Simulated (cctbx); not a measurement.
**A disordered crystal of nominal Ho3Mg2AsS8**

Cell a = 13.3100 Å, b = 8.0280 Å, c = 7.8170 Å, α = 90.00°, β = 124.44°, γ = 90.00°; space group C2/m (no. 12); nominal formula Ho3Mg2AsS8.

The data are simulated with cctbx, not measured: synchrotron X-rays, λ = 0.6889 Å, to d = 0.84 Å, 70 % of the full sphere, strongest reflection 5000 counts, noise from counting, a 2 % proportional error and a noise floor of 8 counts (s.d.); no absorption, and some extinction, which the refinements don't model.

With every site full:

```text
Rint 0.035, 645 unique reflections to 0.84 A
cycle     R1     wR2    GooF  max shift (A)
   1  0.1253  0.2377   5.677   0.01046
   2  0.0371  0.0744   1.777   0.00006
final R1 0.0371 wR2 0.0744 GooF 1.777  parameters 41  data/parameter 15.7
atom        x        y        z      Ueq    occ   su(xyz)  su(Uiso or U11)
Ho1    0.25000  0.75000  0.00000   0.0095  1.000  0.00000  0.0004
Ho2    0.00000  0.50000  0.50000   0.0043  1.000  0.00000  0.0005
As1    0.00000  0.50000  0.00000   0.0307  1.000  0.00000  0.0017
S2     0.01115  0.73167  0.78234   0.0146  1.000  0.00054  0.0015
S3     0.77090  0.50000  0.77776  -0.0047  1.000  0.00052  0.0016  NPD
S4     0.24379  0.50000  0.75279   0.0184  1.000  0.00071  0.0026
Mg1    0.61785  0.50000  0.37326   0.0092  1.000  0.00084  0.0027
difference map: max 2.57 min -4.55 rms 0.46
Q1    0.2461  0.0000  0.7738    4    2.59  0.31 A from S3
Q2    0.2102  0.4614  0.2299    8    1.93  0.42 A from S3
Q3    0.1875  0.5000  0.1250    4    1.73  0.64 A from S3
Q4    0.0254  0.3604  0.0434    8    1.22  1.16 A from As1
Q5    0.0811  0.3924  0.1123    8    1.18  1.27 A from As1
Q6    0.1497  0.0000  0.9678    4    1.14  1.81 A from S4
```

With the occupancies of the suspect sites free, each still typed as its main element:

```text
Rint 0.035, 645 unique reflections to 0.84 A
cycle     R1     wR2    GooF  max shift (A)
   1  0.0942  0.1740   4.162   0.00066
  17  0.0243  0.0460   1.099   0.00003
final R1 0.0242 wR2 0.0459 GooF 1.098  parameters 43  data/parameter 15.0
atom        x        y        z      Ueq    occ   su(xyz)  su(Uiso or U11)
Ho1    0.25000  0.75000  0.00000   0.0102  1.000  0.00000  0.0003
Ho2    0.00000  0.50000  0.50000   0.0050  1.000  0.00000  0.0003
As1    0.00000  0.50000  0.00000   0.0139  0.760  0.00000  0.0012
S2     0.01110  0.73173  0.78230   0.0163  1.000  0.00034  0.0010
S3     0.77062  0.50000  0.77748   0.0054  1.191  0.00032  0.0012
S4     0.24400  0.50000  0.75298   0.0194  1.000  0.00044  0.0016
Mg1    0.61777  0.50000  0.37331   0.0102  1.000  0.00052  0.0017
su of occupancy As1: 0.009
su of occupancy S3: 0.014
difference map: max 1.08 min -1.77 rms 0.32
Q1    0.2061  0.4319  0.6064    8    1.12  1.10 A from S4
Q2    0.0732  0.3016  0.9469    8    1.02  1.10 A from S2
Q3    0.1469  0.0000  0.9698    4    0.95  1.80 A from S4
Q4    0.0458  0.2467  0.0576    8    0.94  1.80 A from S2
Q5    0.2216  0.3877  0.8182    8    0.90  1.15 A from S4
Q6    0.0000  0.3648  0.0000    4    0.89  1.09 A from As1
```

**Question.** What is the disorder?

X-rays count electrons. As1 refines to 0.760(0.009), or 25.1 electrons; the site truly holds 0.6 As and 0.4 S, 26.2 electrons, which is 0.794 of As; S3 refines to 1.191(0.014), or 19.1 electrons; the site truly holds 0.8 S and 0.2 As, 19.4 electrons, which is 1.213 of S. A value under 1 can't tell vacancies from a lighter guest, and one over 1 needs a heavier guest; chemistry or a second radiation must settle which. Occupancy correlates with U and the scale, and the two elements' form factors differ in shape, so the match is approximate.

Freeing them takes R1 from 0.0371 to 0.0242 and GooF from 1.78 to 1.10.

The model is made up (kin elements in a known structure type, no relaxation), so it says nothing on whether the phase exists.

[Middle refinement cycles are left out of these outputs.]

[Logs are printed without paths, hosts, clocks, repeated set-up lines and the standing remarks that a program may print on its own settings, such as how far it seeks lower states.]
